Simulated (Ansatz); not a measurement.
## GaN (P6_3mc): lattice thermal conductivity

How well does the lattice of GaN conduct heat?

What experiment has found for this phase:
- thermal conductivity 210 W/m/K near room temperature (given in “Combining the AFLOW GIBBS and Elastic Libraries to efficiently and robustly screen thermo-mechanical properties of solids”, 2017, arXiv:1611.05714)

Calculated with Ansatz 0.2.0; DFT LDA, scalar-relativistic, plane waves, PAW; PAW set soft_1.

Report form: the programs' logs are mostly left out.

The database entry behind the starting cell differs from later determinations by our own check (about 0.3 % short, ideal inner coordinate), so it need not match the best structure at ambient conditions.

### Step 1. The structure

Symmetry: P6_3mc, No. 186, hexagonal system. Conventional cell: a = 3.180 Å, b = 3.180 Å, c = 5.166 Å, α = 90.00°, β = 90.00°, γ = 120.00°. Nearest to Ga lie 4 N at 1.94 to 1.95 Å. Nearest to N lie 4 Ga at 1.94 to 1.95 Å. Farther neighbours and most contacts between anions are not listed.

Coordinates:

```
Ga N
1.0
     3.18000    0.00000    0.00000
    -1.59000    2.75396    0.00000
     0.00000    0.00000    5.16600
Ga N
2 2
Direct
  0.33333 0.66667 0.00000
  0.66667 0.33333 0.50000
  0.33333 0.66667 0.37500
  0.66667 0.33333 0.87500
```

### Step 2. Probe on a coarse mesh

A cheap single point shows whether the cell is a metal or an insulator and how far it is from rest; that sets the k-mesh and the occupations of what follows.

The input, input.yaml:

```yaml
crystal:
  lattice:
    - [3.18, 0.0, 0.0]
    - [-1.59, 2.753960784, 0.0]
    - [0.0, 0.0, 5.166]
  atoms:
    - { symbol: Ga, position: [0.3333333333, 0.6666666667, 0.0] }
    - { symbol: Ga, position: [0.6666666667, 0.3333333333, 0.5] }
    - { symbol: "N", position: [0.3333333333, 0.6666666667, 0.375] }
    - { symbol: "N", position: [0.6666666667, 0.3333333333, 0.875] }
kpoints:
  mp_grid: { grid: [6, 6, 4] }
hamiltonian:
  xc: lda
  pseudopotentials: { kind: paw, azcp: { folder: soft_1 }, xc_functional: pbe }
scf:
  occupations: { method: gaussian, width: 0.1 }
  lower_state_search: "off"
output:
  forces: true
  stress: true
  eigenvalues: true
```

Run with:

```console
$ ansatz run input.yaml --threads 18 --pin off --max-ram 92160MiB --backend cuda --events-out ev --progress --plain --runs-dir out --max-vram 78GiB
```

Elapsed: 0.78 s, on 1 × NVIDIA GB200 with 18 threads of Arm Neoverse V2, shared host; peak memory 1 GiB.

A gap read on the k-mesh alone can miss the band edges.

This step gave:

* pressure: -4.497 GPa
* gap on the k-mesh: 1.976 eV
* volume per atom: 11.31 Å³/atom

Force by atom:

```tsv
atom	x (eV/Å)	y (eV/Å)	z (eV/Å)	size
Ga1	0.000	0.000	-0.126	0.126
Ga2	0.000	0.000	-0.126	0.126
N3	0.000	0.000	0.126	0.126
N4	0.000	0.000	0.126	0.126
```

The start is under -4.5 GPa at this level and looks like an insulator or semiconductor on this mesh.

### Step 3. Finding the static equilibrium

Phonons are second derivatives about a minimum, so cell and atoms are relaxed first, inside the symmetry of the start.

input.yaml, the sections that differ from step 2:

```yaml
kpoints:
  mp_grid: { grid: [12, 12, 6] }
scf:
  occupations: { method: gaussian, width: 0.02 }
  lower_state_search: "off"
relax:
  adjacent_minimum: "off"
  f_tol: 0.005
  max_steps: 80
  cell: { stress_tol: 0.05 }
# crystal, hamiltonian, output: as in step 2
```

It took 4.1 s on 1 × NVIDIA GB200 with 18 threads; peak memory 1.1 GiB.

Relaxation path:

```tsv
step	energy less that of the first step (eV)	largest force component (eV/Å)	pressure (GPa)	volume (Å³)
1	0.0000	0.1258	-4.47	45.24
2	-0.0148	0.0926	-1.82	44.62
3	-0.0187	0.0344	0.13	44.19
4	-0.0187	0.0176	0.06	44.20
5	-0.0187	0.0003	0.00	44.22
6	-0.0165	0.0002	-0.07	44.22
7	-0.0166	0.0000	0.00	44.20
8*	-0.0165	0.0000	0.00	44.20
```

Relaxation steps marked * repeat the geometry before them on a plane-wave basis chosen anew for their cell, so energy and pressure can jump there. The log counts 2 steps on a newly chosen plane-wave basis, not all of them marked here; energy and pressure can jump at such steps.

Forces are held to the 12 operations that the run works with; a distortion that breaks them can't arise in this run.

```tsv
conventional cell, symmetrised	before	after	change
a (Å)	3.180	3.152	-0.9 %
b (Å)	3.180	3.152	-0.9 %
c (Å)	5.166	5.138	-0.5 %
volume (Å³/atom)	11.31	11.05	-2.3 %
```

Final coordinates:

```
Ga N
1.0
     3.15165    0.00000    0.00000
    -1.57582    2.72941    0.00000
     0.00000    0.00000    5.13830
Ga N
2 2
Direct
  0.33333 0.66667 0.99930
  0.66667 0.33333 0.49930
  0.33333 0.66667 0.37570
  0.66667 0.33333 0.87570
```

Numbers from this step:

```
pressure          : -0.001566 GPa
gap on the k-mesh : 2.134 eV
volume per atom   : 11.05 Å³/atom
```

The relaxation ends with a largest force component of 2.0e-5 eV/Å and a pressure of 0.00 GPa.

### Step 4. Tight relaxation

The relaxation is repeated with tighter thresholds on force and stress, since phonons are sensitive to what is left; a change of mesh or smearing in the input moves the cell too.

input.yaml, the sections that differ from step 3:

```yaml
crystal:
  lattice:
    - [3.15164975, 0.0, 0.0]
    - [-1.575824875, 2.7294087473, 0.0]
    - [0.0, 0.0, 5.1383029334]
  atoms:
    - { symbol: Ga, position: [0.3333333333, 0.6666666667, -0.0006990692] }
    - { symbol: Ga, position: [0.6666666667, 0.3333333333, 0.4993009308] }
    - { symbol: "N", position: [0.3333333333, 0.6666666667, 0.3756990692] }
    - { symbol: "N", position: [0.6666666667, 0.3333333333, 0.8756990692] }
scf:
  occupations: { method: fixed }
  lower_state_search: "off"
relax:
  adjacent_minimum: "off"
  f_tol: 0.001
  max_steps: 60
  cell: { stress_tol: 0.01 }
# kpoints, hamiltonian, output: as in step 3
```

Elapsed: 1.5 s, on 1 × NVIDIA GB200 with 18 threads; peak memory 1.1 GiB.

Little changed from the start: no atom moved by 0.005 Å and no cell edge by 0.1 %.

Numbers from this step:

- pressure: -0.001564 GPa

The residual pressure is -0.0016 GPa, small enough for phonons.

### Step 5. An input with a fault

This input was changed on purpose, to see how the program answers.

input.yaml, the sections that differ from step 4:

```yaml
kpoints:
  mp_grid: { grid: [9, 9, 6] }
scf:
  occupations: { method: fixed }
  lower_state_search: "off"
  max_iter: 50
output:
  eigenvalues: true
phonons:
  supercell: [3, 3, 2]
  dielectric: false
  third_order: { supercell: [3, 3, 2], pair_cutoff: 6.2 }
  lattice_thermal_conductivity:
    qmesh: [11, 11, 7]
    temperatures: [300]
    isotope_mass_variance:
      - { species: Ga, variance: 0.0001971 }
      - { species: "N", variance: 1.838e-05 }
# crystal, hamiltonian: as in step 4
# relax: removed
```

The job ended after 0.1 s (18 threads; peak memory 0.07 GiB).

The program refused the input before any cycle.

The program's message: “Error: invalid value for `phonons.third_order.pair_cutoff`: 6.200 Å is not below 4.727 Å, half the shortest translation of the third-order supercell, so a pair of sites would have two images within it …”

The fault put into the input: a pair cutoff beyond half of the supercell.

### Step 6. A cheap rung

A small supercell and a short cutoff cost little, and show how far such settings carry.

input.yaml, the sections that differ from step 5:

```yaml
scf:
  occupations: { method: fixed }
  lower_state_search: "off"
phonons:
  method: fd
  dielectric: true
  supercell: [3, 3, 2]
  temperatures: { t_max: 1000, t_step: 50 }
  qpath:
    path:
      - [[0.0, 0.0, 0.0], [0.5, 0.0, 0.0], [0.33333333, 0.33333333, 0.0], [0.0, 0.0, 0.0], [0.0, 0.0, 0.5], [0.5, 0.0, 0.5], [0.33333333, 0.33333333, 0.5], [0.0, 0.0, 0.5]]
      - [[0.5, 0.0, 0.5], [0.5, 0.0, 0.0]]
      - [[0.33333333, 0.33333333, 0.0], [0.33333333, 0.33333333, 0.5]]
    npoints: 10
  third_order: { supercell: [3, 3, 2], pair_cutoff: 2.084 }
  lattice_thermal_conductivity:
    qmesh: [13, 13, 7]
    temperatures: [100.0, 150.0, 200.0, 300.0, 400.0, 500.0, 600.0, 800.0]
    isotope_mass_variance:
      - { species: Ga, variance: 0.0001971 }
      - { species: "N", variance: 1.838e-05 }
# crystal, kpoints, hamiltonian, output: as in step 5
```

Run time: 4.4 min. Hardware: 1 × NVIDIA GB200 with 18 threads; peak memory 3.7 GiB.

Numbers from this step:

| Property | Result |
| --- | --- |
| lowest frequency on the path | 0 cm⁻¹ |
| zero-point energy | 0.3143 eV/cell |
| point group | 6mm |
| highest frequency | 735.6 cm⁻¹ |
| Debye temperature from the second moment | 884 K |
| κ at 300 K (relaxation time) | 302.4 W/m/K |
| κ at 300 K (full solution) | 297 W/m/K |
| dipole term | run |
| mean free path at half of κ | 370 nm |
| share of κ above the three lowest branches | 0.303 |
| third-order blocks | 52 |
| periodic aliases dropped | 0 |
| largest relative sum-rule correction | 0.04590 |
| displaced cells, third order | 124 |

W/m/K. Kappa, by row:

```tsv
T (K)	RTA xx	RTA yy	RTA zz	full xx	full yy	full zz	coherence part xx	coherence part yy	coherence part zz	ending	iterations	least Ritz value
100	966.5	966.5	1019	968.8	968.8	997.4	0.2359	0.2359	0.002777	converged	6	0.791
150	619.4	619.4	648.6	615.9	615.9	630.7	0.2623	0.2623	0.00548	converged	7	0.7
200	451.6	451.6	467.8	447.5	447.5	453.5	0.2588	0.2588	0.008866	converged	8	0.624
300	300	300	307.2	296.9	296.9	297.1	0.2404	0.2404	0.01644	converged	8	0.599
400	232.4	232.4	237	230.1	230.1	229.1	0.2234	0.2234	0.02382	converged	8	0.595
500	193.3	193.3	196.9	191.4	191.4	190.3	0.2099	0.2099	0.0307	converged	9	0.583
600	167.1	167.1	170.2	165.6	165.6	164.5	0.1995	0.1995	0.03713	converged	9	0.578
800	133.2	133.2	135.8	132.1	132.1	131.3	0.1856	0.1856	0.04904	converged	9	0.569
```

This rung gives 302 W/(m K) at 300 K by relaxation time, but with 72 atoms, 1 neighbour distance inside the cutoff and a 13×13×7 mesh it is a test, not the conductivity of the crystal.

### Step 7. Anharmonic force constants and conductivity, pair cutoff 3.354 Å, distances inside cutoff 2

The supercell must be wider than twice the pair cutoff, and the number of displaced cells grows with the pairs inside it, which is where the cost lies.

input.yaml, as its differences from that of step 6:

```diff
@@ -31,5 +31,5 @@
     npoints: 10
-  third_order: { supercell: [3, 3, 2], pair_cutoff: 2.084 }
+  third_order: { supercell: [3, 3, 2], pair_cutoff: 3.354 }
   lattice_thermal_conductivity:
-    qmesh: [13, 13, 7]
+    qmesh: [19, 19, 9]
     temperatures: [100.0, 150.0, 200.0, 300.0, 400.0, 500.0, 600.0, 800.0]
```

Wall time 11 min (1 × NVIDIA GB200 with 18 threads); peak memory 3.8 GiB.

This step gave:

| Property | Result |
| --- | --- |
| κ at 300 K (relaxation time) | 257.6 W/m/K |
| κ at 300 K (full solution) | 274 W/m/K |
| mean free path at half of κ | 352 nm |
| share of κ above the three lowest branches | 0.3 |
| third-order blocks | 616 |
| periodic aliases dropped | 24 |
| largest relative sum-rule correction | 0.3342 |
| displaced cells, third order | 436 |

LO-TO term included. The phonon branches at the labelled points (cm⁻¹):

```tsv
point	branch 1	branch 2	branch 3	branch 4	branch 9	branch 10	branch 11	branch 12
Γ	0	0	0	140	570	570	698	736
halfway	103	115	168	209	593	629	684	718
M	138	184	205	234	617	646	692	703
halfway	177	192	223	235	626	645	680	697
K	212	212	217	257	649	653	653	690
halfway	130	134	189	224	601	634	681	712
Γ	0	0	0	140	570	570	698	736
halfway	61	61	129	132	568	568	703	726
A	107	107	107	107	564	564	715	715
halfway	148	148	172	172	602	602	700	700
L	173	173	177	177	613	613	700	700
halfway	161	161	212	212	635	635	692	692
H	157	157	241	241	664	664	672	672
halfway	165	165	173	173	608	608	696	696
A	107	107	107	107	564	564	715	715
jump to L	173	173	177	177	613	613	700	700
halfway	151	173	198	206	613	634	694	704
M	138	184	205	234	617	646	692	703
jump to K	212	212	217	257	649	653	653	690
halfway	182	182	225	253	657	661	661	685
H	157	157	241	241	664	664	672	672
```

W/m/K. Kappa, by row:

```tsv
T (K)	RTA xx	RTA yy	RTA zz	full xx	full yy	full zz	coherence part xx	coherence part yy	coherence part zz	ending	iterations	least Ritz value
100	909.2	909.2	944.6	975.8	975.8	1006	0.01392	0.01392	0.003725	converged	6	0.724
150	561.8	561.8	565.3	602.1	602.1	601.9	0.02412	0.02412	0.007696	converged	8	0.638
200	401.1	401.1	396	428.6	428.6	421.3	0.03345	0.03345	0.01266	converged	8	0.605
300	259.8	259.8	253.2	276.6	276.6	268.9	0.04946	0.04946	0.02359	converged	9	0.578
400	197.7	197.7	191.7	210.3	210.3	203.6	0.06212	0.06212	0.03421	converged	9	0.567
500	162.1	162.1	156.8	172.4	172.4	166.6	0.07237	0.07237	0.0441	converged	9	0.561
600	138.5	138.5	133.7	147.4	147.4	142.2	0.08103	0.08103	0.05331	converged	9	0.557
800	108.4	108.4	104.4	115.5	115.5	111.2	0.09534	0.09534	0.07015	converged	9	0.552
```

The lattice thermal conductivity by temperature:

```tsv
temperature (K)	RTA xx (W/m/K)	RTA zz (W/m/K)	full xx (W/m/K)	full zz (W/m/K)
100	909	945	976	1006
150	562	565	602	602
200	401	396	429	421
300	260	253	277	269
400	198	192	210	204
500	162	157	172	167
600	138	134	147	142
800	108	104	116	111
```

Phonopy on the run's constants, 21x21x11 mesh, Gaussian sigma 5.5 cm⁻¹. Modes against wavenumber; read off at these points; values in 1/cm⁻¹/cell:

```tsv
wavenumber (cm⁻¹)	Ga	N
0.0	4.0e-5	1.0e-5
20.0	2.1e-4	4.1e-5
40.0	8.1e-4	1.6e-4
60.0	0.00179	3.4e-4
80.0	0.00340	6.1e-4
100.0	0.00588	9.8e-4
120.0	0.0105	0.00158
140.0	0.0228	0.00298
160.0	0.0419	0.00451
180.0	0.0362	0.00331
200.0	0.0304	0.00234
220.0	0.0250	0.00166
240.0	0.0177	0.00101
260.0	0.00639	6.0e-4
280.0	0.0108	7.7e-4
300.0	0.0303	9.0e-4
307.6	0.0376	8.0e-4
320.0	0.0322	4.5e-4
340.0	0.00509	4.8e-5
360.0	2.7e-6	0
380.0	0	0
400.0	0	0
420.0	0	0
440.0	0	0
460.0	0	0
480.0	0	0
500.0	0	0
520.0	0	0
540.0	1.6e-4	8.8e-4
560.0	0.00223	0.0135
580.0	0.00630	0.0497
586.0	0.00723	0.0628
590.9	0.00696	0.0646
600.0	0.00475	0.0500
620.0	0.00227	0.0336
640.0	0.00121	0.0288
660.0	1.5e-4	0.00541
680.0	8.4e-4	0.0294
693.5	0.00192	0.0589
700.0	0.00235	0.0549
720.0	0.00138	0.0102
740.0	8.4e-5	4.3e-4
760.0	0	0
```

Distinct triplets, nearest first. Third order norms, by row:

```tsv
sites	side 1 (Å)	side 2 (Å)	side 3 (Å)	norm of the 27 components (eV/Å³)
Ga-Ga-Ga	0	0	0	141.6
N-N-N	0	0	0	148.7
Ga-N-N	0	1.93	1.93	62.11
Ga-N-Ga	0	1.93	1.93	61.59
Ga-Ga-N	0	1.93	1.93	59.4
Ga-N-N	0	1.93	1.93	60.1
Ga-Ga-N	1.93	1.93	3.15	1.347
Ga-Ga-N	1.93	1.93	3.15	1.343
Ga-N-N	1.93	1.93	3.15	0.961
Ga-N-N	1.93	1.93	3.15	0.748
Ga-Ga-Ga	0	3.15	3.15	3.153
Ga-Ga-Ga	3.15	3.15	3.15	0.384
Ga-Ga-Ga	3.15	3.15	3.15	0.386
Ga-Ga-Ga	3.15	3.15	3.15	0.225
Ga-Ga-Ga	3.15	3.15	3.15	0.248
Ga-Ga-Ga	0	3.15	3.15	3.339
Ga-Ga-Ga	0	3.15	3.15	3.425
N-N-N	0	3.15	3.15	2.709
N-N-N	3.15	3.15	3.15	0.185
N-N-N	3.15	3.15	3.15	0.234
N-N-N	3.15	3.15	3.15	0.241
N-N-N	0	3.15	3.15	2.966
N-N-N	0	3.15	3.15	2.941
Ga-Ga-N	1.93	3.15	3.2	0.365
Ga-N-N	1.93	3.15	3.2	0.295
Ga-N-N	0	3.2	3.2	0.787
Ga-N-Ga	0	3.2	3.2	0.92
```

Born charge (rows field, columns displacement) (e), principal values of the symmetric part by kind of site:

```tsv
atom	atoms with these values	low	middle	high	mean
Ga1	2	2.59	2.59	2.72	2.63
N3	2	-2.72	-2.59	-2.59	-2.63
```

In full for N3:

```
-2.59  0.00  0.00
 0.00 -2.59  0.00
 0.00  0.00 -2.72
```

RTA, 300 K. Kappa by branch, by row:

```tsv
branch (by rank)	mean frequency (THz)	mean rms speed (km/s)	median lifetime (ps)	share of kappa
1	4.23	2.17	38.2	0.235
2	4.63	2.47	40	0.229
3	5.55	2.27	48.5	0.236
4	6.26	2.55	39.7	0.146
5	8.18	3.04	9.8	0.129
6	9.28	1.59	4.63	0.009
7	17.41	0.96	6.13	0.001
8	17.69	1.18	6.43	0.002
9	18.24	1.41	7.83	0.004
10	18.8	1.48	8.53	0.005
11	20.62	0.8	11.7	0.002
12	21.11	0.74	6.48	0.001
```

The spectral kappa at 300 K by frequency; read off at these points; values in W/m/K/THz:

```tsv
frequency (THz)	relaxation time (W/m/K/THz)	full solution (W/m/K/THz)
0.25	0	0
1.25	51.9	52.5
2.25	61.3	63.5
3.25	28.7	31.9
3.75	34.6	39.2
4.25	22.5	25.5
5.25	37.8	40.1
5.75	42.9	44.8
6.75	34.9	36.9
7.75	7.18	8.86
8.75	3.34	4.75
9.75	0.742	0.909
10.75	0	0
11.75	0	0
12.75	0	0
13.75	0	0
14.75	0	0
15.75	0	0
17.25	0.564	0.517
18.25	1.24	1.01
19.25	1.36	1.39
20.25	0.595	0.302
21.25	0.139	-0.0467
22.25	0	-1.0e-4
```

(Part 1 of 2 ends here.)

[Logs are printed without paths, hosts, clocks, repeated set-up lines and the standing remarks that a program may print on its own settings, such as how far it seeks lower states.]

[Hosts, paths, dates, database ids (printed as entryN), source tags and the programs' standing remarks are cut or masked in the printed files.]

[A step with changed settings may run another functional than the one named; its input shows which.]
